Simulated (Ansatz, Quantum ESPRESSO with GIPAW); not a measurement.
**GaN: NMR parameters from first principles**

Wanted: NMR shieldings for each site of GaN.

Calculated with Quantum ESPRESSO with GIPAW 8.0dev (patched build); DFT, PBE, plane-wave PAW (pslibrary 1.0.0 recipes), scalar-relativistic, GIPAW; a patched development version of the program.

### Step 1. The structure

The structure is cubic, space group F-43m (No. 216). Conventional cell: a = 4.507 Å, b = 4.507 Å, c = 4.507 Å, α = 90.00°, β = 90.00°, γ = 90.00°. Nearest to Ga lie 4 N at 1.95 Å. Nearest to N lie 4 Ga at 1.95 Å. Farther neighbours and most contacts between anions are not listed.

The cell is a computed entry of the Materials Project; it need not be the form that is stable at ambient conditions.

### Step 2. The SCF step

First the ground state. The response equations take the occupied wavefunctions as exact, so conv_thr is set much tighter than for an energy. No empty states are asked for: the response is solved without them. The mesh has a spacing of 0.22 Å⁻¹ at most. The PAW files were made with ld1.x from the pslibrary 1.0.0 recipes, with GIPAW reconstruction switched on.

Input file run_scf.py:

```python
from ase import Atoms
from ase.calculators.espresso import Espresso, EspressoProfile

atoms = Atoms(
    ['Ga', 'N'],
    cell=[
        [0.00000000, 2.25350061, 2.25350061],
        [2.25350061, 0.00000000, 2.25350061],
        [2.25350061, 2.25350061, 0.00000000],
    ],
    scaled_positions=[
        [0.00000000, 0.00000000, 0.00000000],
        [0.25000000, 0.25000000, 0.25000000],
    ],
    pbc=True,
)
atoms.calc = Espresso(
    profile=EspressoProfile(command='mpirun -np 4 pw.x -nk 4', pseudo_dir='./'),
    pseudopotentials={
        'Ga': 'Ga.pbe-dn-kjpaw_psl.1.0.0-gipaw.UPF',
        'N': 'N.pbe-n-kjpaw_psl.1.0.0-gipaw.UPF',
    },
    input_data={
        'control': {'calculation': 'scf', 'prefix': 'x', 'outdir': './tmp/'},
        'system': {'ecutwfc': 70, 'ecutrho': 420, 'nbnd': 9},
        'electrons': {'conv_thr': 1.0e-10, 'mixing_beta': 0.7, 'electron_maxstep': 100},
    },
    kpts=(11, 11, 11),
    koffset=(0, 0, 0),
)
print('energy', atoms.get_potential_energy(), 'eV')
```

ASE writes espresso.pwi from it and starts pw.x, whose log goes to espresso.pwo.

Input file espresso.pwi:

```
&CONTROL
   calculation      = 'scf'
   outdir           = './tmp/'
   prefix           = 'x'
   pseudo_dir       = './'
/
&SYSTEM
   nbnd             = 9
   ecutwfc          = 70
   ecutrho          = 420
   ntyp             = 2
   nat              = 2
   ibrav            = 0
/
&ELECTRONS
   electron_maxstep = 100
   conv_thr         = 1e-10
   mixing_beta      = 0.7
/
&IONS
/
&CELL
/
&FCP
/
&RISM
/
ATOMIC_SPECIES
Ga 69.723 Ga.pbe-dn-kjpaw_psl.1.0.0-gipaw.UPF
N 14.007 N.pbe-n-kjpaw_psl.1.0.0-gipaw.UPF

K_POINTS automatic
11 11 11  0 0 0

CELL_PARAMETERS angstrom
0.00000000000000 2.25350061000000 2.25350061000000
2.25350061000000 0.00000000000000 2.25350061000000
2.25350061000000 2.25350061000000 0.00000000000000

ATOMIC_POSITIONS angstrom
Ga 0.0000000000 0.0000000000 0.0000000000  
N 1.1267503050 1.1267503050 1.1267503050
```

Launch:

```sh
> python run_scf.py
```

Log:

```text
Warning: card &CELL ignored
Warning: card &FCP ignored
Warning: card &RISM ignored
[...]
as large as its charge; the limit is 4.5
     Functions over the limit replaced by smooth ones with the moment of the charge, as mend_augmentation asks: 1
     This moves results (see INPUT_PW). Waves and levels in the save fit builds from 8.0dev_s219 on
     using ibrav=0 with symmetry is DISCOURAGED, use correct ibrav instead

     bravais-lattice index     =            0
     lattice parameter (alat)  =       6.0224  a.u.
     unit-cell volume          =     154.4542 (a.u.)^3
     number of atoms/cell      =            2
     number of atomic types    =            2
     number of electrons       =        18.00
     number of Kohn-Sham states=            9
     kinetic-energy cutoff     =      70.0000  Ry
     charge density cutoff     =     420.0000  Ry
     scf convergence threshold =      1.0E-10
     mixing beta               =       0.7000
     number of iterations used =            8  plain     mixing
     Exchange-correlation= SLA-PW-PBX-PBC
                           (   1   4   3   4   0   0   0)
[...]
Ga               13.00    69.72300     Ga( 1.00)
     N                 5.00    14.00700     N ( 1.00)

     24 Sym. Ops. (no inversion) found
[...]
number of k points=    56
[...]
Dense  grid:    22371 G-vectors     FFT dimensions: (  40,  40,  40)

     Smooth grid:    12051 G-vectors     FFT dimensions: (  36,  36,  36)

     Initial potential from superposition of free atoms

     starting charge      17.9970, renormalised to      18.0000
     Starting wfcs are   13 randomized atomic wfcs

     Self-consistent Calculation

     iteration #  1     ecut=    70.00 Ry     beta= 0.70
     Davidson diagonalization with overlap
     ethr =  1.00E-02,  avg # of iterations =  1.2

     total energy              =    -305.82029988 Ry
     estimated scf accuracy    <       0.56342164 Ry

     iteration #  2     ecut=    70.00 Ry     beta= 0.70
     Davidson diagonalization with overlap
     ethr =  3.13E-03,  avg # of iterations =  5.6

     total energy              =    -306.06261753 Ry
     estimated scf accuracy    <       0.64235172 Ry

     iteration #  3     ecut=    70.00 Ry     beta= 0.70
     Davidson diagonalization with overlap
     ethr =  3.13E-03,  avg # of iterations =  2.4

     total energy              =    -306.17906569 Ry
     estimated scf accuracy    <       0.01532526 Ry

[...]
total energy              =    -306.21007121 Ry
[...]
iteration # 36     ecut=    70.00 Ry     beta= 0.70
     Davidson diagonalization with overlap
     ethr =  6.49E-13,  avg # of iterations =  6.5

     total energy              =    -306.21007121 Ry
     estimated scf accuracy    <          1.4E-10 Ry

     iteration # 37     ecut=    70.00 Ry     beta= 0.70
     Davidson diagonalization with overlap
     ethr =  6.49E-13,  avg # of iterations =  1.0

     End of self-consistent calculation
     [one-electron energies left out]

!    total energy              =    -306.21007121 Ry
     total all-electron energy =     -3997.673567 Ry
     estimated scf accuracy    <          8.5E-11 Ry

     The total energy is the sum of the following terms:
     one-electron contribution =     -90.32884334 Ry
     hartree contribution      =      64.97590946 Ry
     xc contribution           =     -44.23412118 Ry
     ewald contribution        =    -116.67431699 Ry
     one-center paw contrib.   =    -119.94869916 Ry

     convergence has been achieved in  37 iterations
[...]
JOB DONE.
```

Elapsed: 24 s, on 4 MPI ranks of Arm Neoverse V1, shared host; peak memory 0.39 GiB.

It converged in 37 cycles to an estimated accuracy of 9e-11 Ry, on 56 irreducible k-points.

### Step 3. Magnetic response

A uniform field breaks periodicity, so gipaw.x applies it as a wave of small q and takes the limit. It solves for the first-order states, builds the induced current and gets the field at each nucleus by Biot–Savart; the PAW spheres add what the smooth waves miss near the nuclei. pawproj makes the reconstruction use the PAW data sets' own projectors.

Input file nmr.in:

```
&inputgipaw
  job = 'nmr'
  prefix = 'x'
  tmp_dir = './tmp/'
  restart_mode = 'from_scratch'
  verbosity = 'low'
  q_gipaw = 0.01
  spline_ps = .true.
  conv_threshold = 1.0d-14
  use_nmr_macroscopic_shape = .false.
  pawproj(1) = .true.
  pawproj(2) = .true.
/
```

Launch:

```sh
> mpirun -np 4 gipaw.x -in nmr.in > nmr.out
```

Log:

```text
[banner, memory and clock lines left out]
[a note of our patched build left out]

     Parallelizing q-star over 1 images

     IMPORTANT: XC functional enforced from input :
     Exchange-correlation= PBE
                           (   1   4   3   4   0   0   0)
     Any further DFT definition will be discarded
     Please, verify this is what you really want

     In Ga.pbe-dn-kjpaw_psl.1.0.0-gipaw.UPF the largest augmentation function (projectors 3 and 5, L = 1) is 5.5 times
     as large as its charge; the limit is 4.5
     Functions over the limit replaced by smooth ones with the moment of the charge, as in the saved run: 1

[...]
alpha_pv=     31.8767 eV

     spline_ps is .false., expect some extrapolation errors

     q-space interpolation up to    84.00 Rydberg

     GIPAW job: nmr
     NMR macroscopic correction: no
[...]
Computing the magnetic susceptibility     isolve=0    ethr=  0.1000E-13
     Starting from scratch
     k-point #    1 of    56      pool #  1    cpu time:       0.6
[...]
End of magnetic susceptibility calculation

     f-sum rule (1st term):
           -10.3533          0.0000          0.0000
            -0.0000        -10.3533          0.0000
             0.0000          0.0000        -10.3533

     f-sum rule (2nd term):
            -0.2689         -0.0000          0.0000
             0.0000         -0.2689          0.0000
             0.0000          0.0000         -0.2689

     f-sum rule (should be   -10.6190):
           -10.6221          0.0000          0.0000
            -0.0000        -10.6221          0.0000
             0.0000          0.0000        -10.6221

[... susceptibilities left out ...]
     Contributions to the NMR chemical shifts: -------------------------------

     Macroscopic shape contribution in ppm:                    0.00
             0.0000          0.0000          0.0000
             0.0000          0.0000          0.0000
             0.0000          0.0000          0.0000

     Core contribution in ppm:

     Atom  1  Ga  pos: (  0.000000  0.000000  0.000000)  core sigma:        2363.10
     Atom  2  N   pos: (  0.353553  0.353553  0.353553)  core sigma:         235.78

     Bare contribution in ppm:

     Atom  1  Ga  pos: (  0.000000  0.000000  0.000000)  bare sigma:        -250.84
[...]
Atom  2  N   pos: (  0.353553  0.353553  0.353553)  bare sigma:          -0.12
[...]
Diamagnetic contribution in ppm:

     Atom  1  Ga  pos: (  0.000000  0.000000  0.000000)  dia sigma:         254.49
[...]
Atom  2  N   pos: (  0.353553  0.353553  0.353553)  dia sigma:           6.28
[...]
Paramagnetic contribution in ppm:

     Atom  1  Ga  pos: (  0.000000  0.000000  0.000000)  para sigma:       -2208.55
[...]
Atom  2  N   pos: (  0.353553  0.353553  0.353553)  para sigma:         -99.71
[...]
Paramagnetic US occ-occ contribution in ppm:

     Atom  1  Ga  pos: (  0.000000  0.000000  0.000000)  para_oo sigma:          -6.03
[...]
Atom  2  N   pos: (  0.353553  0.353553  0.353553)  para_oo sigma:           5.81
[...]
Paramagnetic US L_R Q_R contribution in ppm:

     Atom  1  Ga  pos: (  0.000000  0.000000  0.000000)  para_lq sigma:        1183.50
[...]
Atom  2  N   pos: (  0.353553  0.353553  0.353553)  para_lq sigma:         -43.22
[...]
Total NMR chemical shifts in ppm: ---------------------------------------
     (adopting the Simpson convention for anisotropy and asymmetry)-----------

     Atom  1  Ga  pos: (  0.000000  0.000000  0.000000)  Total sigma:        1335.66
          1335.6622         -0.0000          0.0000
             0.0000       1335.6622         -0.0000
            -0.0000         -0.0000       1335.6622

     Ga      1    anisotropy:      0.00    eta:    0.0000
[...]
Atom  2  N   pos: (  0.353553  0.353553  0.353553)  Total sigma:         104.81
           104.8117         -0.0000         -0.0000
             0.0000        104.8117         -0.0000
            -0.0000         -0.0000        104.8117

     N       2    anisotropy:      0.00    eta:    0.0000
[...]
```

Wall time 3.3 min (4 MPI ranks); peak memory 0.26 GiB.

The f-sum rule is met to 0.0031 of 10.6 (0.03 %). Converged shieldings require that this miss be small, but a small miss does not prove them. This build smooths some augmentation functions of the files as it reads them, which, it says, moves results; by how much was not measured here.

From the symmetric part of each tensor, with principal values σ11 ≤ σ22 ≤ σ33: σ_iso is their mean, the span is σ33 − σ11 and the skew 3(σ_iso − σ22)/span. (gipaw.x prints an anisotropy in another convention.)

```
site  atom no.  atoms in cell  σ_iso (ppm)  span (ppm)  skew
  Ga         1              1         1336           0     -
   N         2              1        104.8         0.0     -
```

The macroscopic shape term is switched off. For a spherical sample the valence susceptibility of this run would add about -2 ppm to every site, a rough estimate, since the susceptibility converges slowly and lacks part of the PAW terms. Differences within the crystal don't depend on it, but shieldings of different compounds can't be compared to better than a few ppm without it.

Ga and N sit on cubic site symmetry, where the tensor must be isotropic.

How the isotropic values are made up (ppm). The core part is that of the free atom's core; bare is the current of the smooth valence states; the last two are what the PAW spheres add to the diamagnetic and the paramagnetic current:

```
site    core    bare  reconstruction, dia  reconstruction, para
  Ga  2363.1  -250.8                254.5               -1031.1
   N   235.8    -0.1                  6.3                -137.1
```

The quadrupolar nuclei (14N and 71Ga) sit on sites where the field gradient vanishes by symmetry, so they have no quadrupolar coupling.

### Step 4. NMR parameters by site

Covalently bonded atoms count as neighbours within 1.18 times the sum of their radii. Otherwise a cation's neighbours lie within 1.2 times its shortest bond (1.3 for large cations, each anion's radius taken off where they differ), and an anion's are the cations that count it.

```
site  atom no.  atoms in cell  surroundings  bonds (Å)  σ_iso (ppm)
  Ga         1              1          GaN4      1.952         1336
   N         2              1  bound to Ga4      1.952        104.8
```

### Step 5. What the settings change

Each row names what was changed: another mesh tests the sampling of the zone; another functional shows how far the paramagnetic term hangs on the exchange-correlation form; another file of one element tests how much hangs on the way the file is built; GIPAW's default projectors test the reconstruction.

Changes of σ_iso (ppm) against the run above (PBE, cutoffs 70 and 420 Ry, mesh 11×11×11, 15 min). Times are CPU times of pw.x and gipaw.x together, on 4 MPI ranks of Arm Neoverse V1, shared host; on a shared host they are rough.

```
                                         run  CPU time  f-sum miss     Ga     N
                               mesh 13×13×13    23 min      0.0011   +0.3  +4.3
                                        BLYP    15 min      0.0026  -16.0  +0.5
                                      PBEsol    15 min      0.0034  -19.2  -6.1
file Ga.pbe-dnl-kjpaw, cutoffs 55 and 340 Ry   5.7 min      0.0034   +2.6  -3.9
                      GIPAW's own projectors    15 min      0.0031   +4.0  +0.6
```

The largest move is -19.2 ppm, on Ga, from PBEsol.

### Step 6. Summary of results

```json
{"15N shielding without shape term": "104.8 ppm", "71Ga shielding without shape term": "1336 ppm"}
```

**Reading.** 15N has one site (bound to Ga4), with isotropic shielding 104.8 ppm (shape term left out). A shift needs a reference, δ = σ_ref − σ, fixed on measured compounds; for 15N of this kind at this level too few were at hand, or they scattered too widely about a line, so none is given. Going to mesh 13×13×13 changes no isotropic shielding by more than 4.4 ppm, a first measure of the error left in that respect. A higher cutoff was not carried through on these files. The largest change with the functional is 19.2 ppm in absolute shielding; part of that drops out once each functional has its own reference line. This build of gipaw.x prints that it is not audited and that its numbers are no references by themselves. It also reports spline_ps as false although the input sets it; why was not traced. pw.x warned of eigenvalues not converged in some cycles of 1 ground-state run, which then met the threshold.

[Banner, clock, file and message-heading lines were taken out of the pw.x and gipaw.x logs.]

[Logs are printed without paths, hosts, clocks, repeated set-up lines and the standing remarks that a program may print on its own settings, such as how far it seeks lower states.]

[Hosts, paths, dates, database ids (printed as entryN), source tags and the programs' standing remarks are cut or masked in the printed files.]

[Where no reference line passes its bar on scatter, no shift is given, so a measured shift of this compound may stand uncompared.]
